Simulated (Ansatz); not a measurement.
## Cl-SnSn-Cl chair monolayer in a perpendicular field

What dipole does a perpendicular field induce in the Cl-SnSn-Cl chair monolayer? A positive field points along +c.

Method: plane-wave DFT, PBE-D3(BJ), Ansatz PAW, in Ansatz 0.2.0.

Most raw output is cut from this account.

### 1. Starting point

The cell holds 4 atoms: 2 Cl and 2 Sn. Cell: a = 4.587 Å, b = 4.587 Å, c = 42.447 Å, α = 90.0°, β = 90.0°, γ = 120.0°. Vacuum lies along c.

### 2. Relaxation

The starting cell is a guess, so the in-plane lattice and the atoms are relaxed first, with the slab cut off from its images along the normal.

Contents of input.yaml:

```yaml
crystal:
  lattice:
    - [4.587, 0.0, 0.0]
    - [-2.2935, 3.9724585272, 0.0]
    - [0.0, 0.0, 42.4466666658]
  atoms:
    - { symbol: Cl, position: [0.6666666667, 0.3333333333, 0.4323072091] }
    - { symbol: Sn, position: [0.6666666667, 0.3333333333, 0.4890843411] }
    - { symbol: Sn, position: [0.3333333333, 0.6666666667, 0.5109156589] }
    - { symbol: Cl, position: [0.3333333333, 0.6666666667, 0.5676927909] }
  periodic: [true, true, false]
kpoints:
  mp_grid: { grid: [12, 12, 1] }
hamiltonian:
  xc: pbe
  dispersion: d3bj
scf:
  occupations: { method: fermi_dirac, width: 0.05 }
  convergence: { dr2_threshold: 1.0e-09 }
relax:
  f_tol: 0.004
  max_steps: 90
  cell: {}
output:
  write_potential: true
  write_density: true
  volumetric_format: npy
```

Run with:

```bash
$ ansatz run input.yaml --threads 2 --pin off --max-ram 3072MiB --backend cpu --events-out ev --progress --plain --runs-dir out
```

Run time: 45 s. Hardware: 2 threads of AMD EPYC 9R14 (Zen 4), shared host; peak memory 1.2 GiB.

Relaxation path:

```csv
step,energy less that of the first step (eV),largest force component (eV/Å),volume (Å³)
1,0.0000,0.6648,773.45
2,-0.0798,0.3203,799.44
3,-0.1457,0.1340,819.85
4,-0.1718,0.1194,848.60
5,-0.1768,0.0045,865.52
6,-0.1768,0.0005,867.18
7*,-0.1793,0.0024,867.18
```

Relaxation steps marked * repeat the geometry before them on a plane-wave basis chosen anew for their cell, so energy and pressure can jump there.

Forces are held to the 12 operations that the run works with; a distortion that breaks them can't arise in this run.

```csv
cell as run,before,after,change
a (Å),4.587,4.857,+5.9 %
b (Å),4.587,4.857,+5.9 %
```

The atoms that moved most (Å, along periodic axes as changes of fractional coordinates times the final cell, across vacuum about the mean position):

```csv
atom,dx,dy,dz,length
Cl1,0.000,0.000,0.160,0.160
Cl4,0.000,0.000,-0.160,0.160
Sn2,0.000,0.000,0.121,0.121
Sn3,0.000,0.000,-0.121,0.121
```

Final coordinates:

```xyz
4
Lattice="4.8570 0.0000 0.0000 -2.4285 4.2063 0.0000 0.0000 0.0000 42.4467" Properties=species:S:1:pos:R:3
Cl    2.4285    1.4021   18.5101
Sn    2.4285    1.4021   20.8811
Sn    0.0000    2.8042   21.5656
Cl    0.0000    2.8042   23.9365
```

Numbers from this step:

```
energy at zero smearing : -14210.2987 eV
```

The lattice constant a goes from 4.587 to 4.857 Å.

### 3. Atoms held, field 0

A sawtooth potential applies the field, turning back in the middle of the vacuum. With the dipole correction the typed value is the field outside the slab. The induced dipole is small, so the SCF threshold is tight.

The cell differs from the one that the last finished run ended in (c 42.447 → 23.426 Å).

Contents of input.yaml:

```yaml
crystal:
  lattice:
    - [4.8569888318, 0.0, 0.0]
    - [-2.4284944159, 4.2062757142, 0.0]
    - [0.0, 0.0, 23.4264108597]
  atoms:
    - { symbol: Cl, position: [0.6666666667, 0.3333333333, 0.3841817705] }
    - { symbol: Sn, position: [0.6666666667, 0.3333333333, 0.485389882] }
    - { symbol: Sn, position: [0.3333333333, 0.6666666667, 0.514610118] }
    - { symbol: Cl, position: [0.3333333333, 0.6666666667, 0.6158182295] }
kpoints:
  mp_grid: { grid: [12, 12, 1] }
  band_path:
    path: [[0, 0, 0], [0.5, 0, 0], [0.33333333, 0.33333333, 0], [0, 0, 0]]
    npoints: 16
hamiltonian:
  xc: pbe
  dispersion: d3bj
scf:
  occupations: { method: fermi_dirac, width: 0.02585 }
  convergence: { dr2_threshold: 1.0e-10 }
efield:
  axis: 3
  dipole_correction: true
  ramp_position: 0.97
  ramp_width: 0.06
  amplitude: 0
output:
  dos: { projected: true, e_range: [-6, 5] }
  write_potential: true
  write_density: true
  volumetric_format: npy
  elf: true
```

The job ended after 14 s (2 threads; peak memory 0.82 GiB).

Numbers from this step:

| Property | Result |
| --- | --- |
| energy at zero smearing | -14210.2991 eV |
| work function, upper face | 6.400 eV |
| dipole along the normal | -6.52e-7 e·Å |

Running mean over a fixed 2.8 Å (it still follows the layers) of the planar mean; the ramp of the sawtooth is left out. Table of electron's electrostatic potential energy less the Fermi level by z:

```csv
z (Å),electron's electrostatic potential energy less the Fermi level (eV)
3.0,6.40
3.5,6.40
4.0,6.40
4.5,6.40
5.0,6.40
5.5,6.40
6.0,6.39
6.5,6.35
7.0,6.12
7.5,5.32
8.0,4.31
8.5,3.65
9.0,3.06
9.5,1.98
10.0,0.938
10.5,0.216
11.0,-0.451
11.5,-1.21
12.0,-1.14
12.5,-0.342
13.0,0.310
13.5,1.07
14.0,2.16
14.5,3.18
15.0,3.73
15.5,4.44
16.0,5.47
16.5,6.18
17.0,6.36
17.5,6.39
18.0,6.40
18.5,6.40
19.0,6.40
19.5,6.40
20.0,6.40
```

The density of states has structure finer than the step of the table below, so its rows give means over 0.2 eV, whole bins alone (the curve runs from -6 to 1.99 eV). Peaks (eV: height): -3.33: 8.38, -3.19: 19.5, -2.28: 21.4, -2.17: 42.1, -2.06: 10.5.

The density of states by energy, zero at the Fermi level; means over each step:

```csv
energy (eV),density of states (states/eV a cell)
-5.8,0.926
-5.6,0.898
-5.4,0.886
-5.2,0.991
-5.0,0.704
-4.8,0
-4.6,0
-4.4,0
-4.2,0
-4.0,0
-3.8,0
-3.6,0.282
-3.4,6.15
-3.2,9.41
-3.0,5.26
-2.8,4.04
-2.6,3.72
-2.4,3.79
-2.2,16.9
-2.0,5.57
-1.8,1.67
-1.6,0.764
-1.4,0.854
-1.2,2.01
-1.0,2.10
-0.8,2.71
-0.6,1.47
-0.4,0.968
-0.2,0.715
0.0,0.222
0.2,0.0468
0.4,0.0918
0.6,0.146
0.8,0.202
1.0,0.247
1.2,0.535
1.4,1.94
1.6,1.74
1.8,0.970
```

Projected DOS per atom over height of the atomic layer and energy from the Fermi level. Layers: Cl Sn Sn Cl from below.

Values in states/eV, 22 rows by 4 columns, each cell a mean:
```
0.1 0.5 0.5 0.1
0.1 0.8 0.8 0.1
0.0 0.2 0.2 0.0
0.0 0.1 0.1 0.0
0.0 0.0 0.0 0.0
0.0 0.1 0.1 0.0
0.1 0.3 0.3 0.1
0.4 0.7 0.7 0.4
0.5 0.5 0.5 0.5
0.3 0.2 0.2 0.3
0.9 0.2 0.2 0.9
6.3 0.3 0.3 6.3
1.2 0.5 0.5 1.2
1.4 0.9 0.9 1.4
2.5 1.4 1.4 2.5
0.2 0.1 0.1 0.2
0.0 0.0 0.0 0.0
0.0 0.0 0.0 0.0
0.0 0.0 0.0 0.0
0.2 0.2 0.2 0.2
0.2 0.2 0.2 0.2
0.2 0.3 0.3 0.2
```
Columns: height of the atomic layer (Å) from 9 to 14.4 (not evenly spaced); rows upwards: energy from the Fermi level (eV) from -5.96 to 1.96.

The electronic bands at the labelled points (eV, zero at the Fermi level):

```csv
point,band 18,band 19,band 20,band 21,band 22,band 23,band 24,band 25
Γ,-2.13,-2.13,-0.46,-0.01,-0.01,1.90,3.25,3.25
halfway,-2.22,-2.15,-1.78,-0.49,1.39,2.30,3.99,4.66
M,-2.27,-2.18,-2.10,-0.78,1.24,3.01,3.83,6.14
halfway,-2.31,-2.16,-2.08,-1.16,2.35,3.18,3.76,5.51
K,-2.34,-2.11,-2.11,-1.36,3.41,3.41,4.36,4.36
halfway,-2.20,-2.20,-1.85,-0.78,2.13,2.43,3.42,4.94
Γ,-2.13,-2.13,-0.46,-0.01,-0.01,1.90,3.25,3.25
```

ELF in the ca plane at fractional y = 0.333, with atoms of Cl and Sn within 0.2 Å of it. It is the smooth field of the valence electrons, not physical close to the nuclei.

Ten even steps from '0' (0.00) to '9' (0.88), each cell a mean:
```
00000000000000125788631245665200123321000000
00000000000000147999863233445310000000000000
00000000000000258999984221234410000000000000
00000000000000269975884200024420000000000000
00000000000000269965784200024420000000000000
00000000000000258999984221134410000000000000
00000000000000147999963233345310000000000000
00000000000000135788631245565300023210000000
00000000000000012454310145664211245532000000
00000000000000000000000134554211467652100000
00000000000000000000000124443212477753100000
00000000000000000000000134554211467653100000
00000000000000012343200135664211256542000000
```
Columns run along c (16.0 Å, from fractional 0.09 to 0.78 of the cell), rows up along a (4.9 Å). Atoms in or near the plane, at fractional coordinates: Cl at (0.38, 0.67), Sn at (0.49, 0.67).

Valence density in the ca plane at fractional y = 0.333, with atoms of Cl and Sn within 0.2 Å of it. It is the smooth field of the valence electrons, not physical close to the nuclei.

Ten steps, logarithmic in the rise over the least value, from '0' (0 e/Å³) to '9' (12 e/Å³), each cell a mean:
```
00000000000000000111110112221000000000000000
00000000000000001233321234321100000000000000
00000000000000012455532367642100000000000000
00000000000000013554543589963100000000000000
00000000000000013544543589963100000000000000
00000000000000012455543467752100000000000000
00000000000000001344322234432100000000000000
00000000000000000112111112221000000000000000
00000000000000000000000011111000000000000000
00000000000000000000000001111000011000000000
00000000000000000000000001111100111100000000
00000000000000000000000001111000011000000000
00000000000000000000000011111000000000000000
```
Columns run along c (16.0 Å, from fractional 0.09 to 0.78 of the cell), rows up along a (4.9 Å). Atoms in or near the plane, at fractional coordinates: Cl at (0.38, 0.67), Sn at (0.49, 0.67).

Electrostatic potential energy in the ca plane at fractional y = 0.333, with atoms of Cl and Sn within 0.2 Å of it. With pseudopotentials it is smooth inside the atoms' cores, unlike the true potential.

Ten even steps from '0' (-23 eV) to '9' (3 eV), each cell a mean:
```
99999999999999999999998776678889999999999999
99999999999999999866787531247889999999999999
99999999999999998300166225414789999999999999
99999999999999996000024179932789999999999999
99999999999999995000024179932689999999999999
99999999999999997200156126514789999999999999
99999999999999999754687521146889999999999999
99999999999999999999998766677889999999999999
99999999999999999999998887778889999999999999
99999999999999999999999888777889999999999999
99999999999999999999999888777789999999999999
99999999999999999999999888777889999999999999
99999999999999999999999888778889999999999999
```
Columns run along c (16.0 Å, from fractional 0.09 to 0.78 of the cell; values clipped at the 3rd and 97th percentile), rows up along a (4.9 Å). Atoms in or near the plane, at fractional coordinates: Cl at (0.38, 0.67), Sn at (0.49, 0.67).

The work function of the upper face is 6.40 eV.

### 4. Atoms held, field 0.1 V/Å

Changes to input.yaml since step 3:

```diff
@@ -26,5 +26,4 @@
   ramp_width: 0.06
-  amplitude: 0
+  amplitude: 0.1
 output:
-  dos: { projected: true, e_range: [-6, 5] }
   write_potential: true
@@ -32,2 +31 @@
   volumetric_format: npy
-  elf: true
```

Elapsed: 14 s, on 2 threads; peak memory 0.77 GiB.

The dipole is 0.0633 e·Å.

### 5. Single point, field -0.1 V/Å

Changes to input.yaml since step 4:

```diff
@@ -26,3 +26,3 @@
   ramp_width: 0.06
-  amplitude: 0.1
+  amplitude: -0.1
 output:
```

Wall time 14 s (2 threads); peak memory 0.77 GiB.

The dipole is -0.0633 e·Å.

### 6. Response, atoms held

This step: plane-wave DFT, PBE-D3(BJ), Ansatz PAW; response to a field along the normal, atoms held (Ansatz 0.2.0).

The dipoles give the slope, and the difference of two potentials shows where the field is screened.

Numbers from this step:

```yaml
equivalent_conductor_thickness_p_eps_0ae: 5.611 Å
distance_between_the_outer_atoms: 5.426 Å
```

Dipole of the cell against applied field:

```csv
applied field (V/Å),dipole of the cell (e·Å)
-0.1000,-0.0633
0.0000,-6.5e-7
0.1000,0.0633
```

Local field over the applied field, running mean. From the potentials at -0.1 and 0.1 V/Å; running mean over 2.5 Å. The local field over applied field by z:

```csv
z (Å),local field over applied field
4.10,1.000
4.54,1.000
4.98,0.999
5.27,0.999
5.71,0.996
6.15,0.988
6.59,0.965
7.03,0.910
7.32,0.848
7.76,0.730
8.20,0.605
8.64,0.481
9.08,0.379
9.52,0.311
9.81,0.279
10.25,0.232
10.69,0.183
11.13,0.150
11.57,0.141
11.86,0.141
12.30,0.150
12.74,0.183
13.18,0.232
13.62,0.279
13.91,0.311
14.35,0.379
14.79,0.481
15.23,0.605
15.67,0.730
16.11,0.848
16.40,0.910
16.84,0.965
17.28,0.988
17.72,0.996
18.16,0.999
18.45,0.999
18.89,1.000
19.33,1.000
```

Electrons, planar mean, per unit field. Table of induced electron density by z:

```csv
z (Å),induced electron density (e/Å³ per V/Å)
4.5,4.3e-7
5.0,1.8e-6
5.5,7.6e-6
6.0,3.0e-5
6.5,1.2e-4
7.0,4.0e-4
7.5,0.00123
8.0,0.00286
8.5,0.00296
9.0,3.6e-4
9.5,4.6e-4
10.0,-7.8e-4
10.5,3.4e-4
11.0,0.00246
11.5,8.8e-4
12.0,-0.00123
12.5,-0.00235
13.0,3.7e-5
13.5,6.8e-4
14.0,-4.7e-4
14.5,-6.1e-4
15.0,-0.00317
15.5,-0.00261
16.0,-0.00106
16.5,-3.4e-4
17.0,-9.4e-5
17.5,-2.5e-5
18.0,-6.1e-6
18.5,-1.5e-6
19.0,-3.6e-7
```

By hand: between -0.1 and 0.1 V/Å the dipole changes by 0.1267 e·Å, a slope of 0.6335 e·Å²/V. A perfect conductor of thickness t has p = ε₀AEt, so t = 180.95 × 0.6335 / 20.430 = 5.61 Å (e/ε₀ = 180.95 V·Å, A in Å²).

The induced dipole is that of a conductor 5.61 Å thick.

### 7. Summary of results

| Item | Value |
| --- | --- |
| gap without field | none |
| work function, upper face | 6.40 eV |
| equivalent conductor thickness, atoms held | 5.61 Å |

What this shows: The induced dipole equals that of a perfect conductor 5.61 Å thick, while the outer atoms lie 5.43 Å apart. There is no gap over 0.03 eV, with or without the field. Spin-orbit coupling is left out, which matters for the bands of elements this heavy.

[Logs are printed without paths, hosts, clocks, repeated set-up lines and the standing remarks that a program may print on its own settings, such as how far it seeks lower states.]

[Hosts, paths, dates, database ids (printed as entryN), source tags and the programs' standing remarks are cut or masked in the printed files.]

[Maps of the electrostatic potential energy from Ansatz leave out the sawtooth potential of an applied field or a dipole correction, so their vacuum need not be flat; planar profiles and work functions include it.]

[The density of states shown here was stored with 400 of the rows of the run's finer table, so its peaks can read low, often by over a quarter, or be missed, and its means over a window can be off by a tenth or more.]
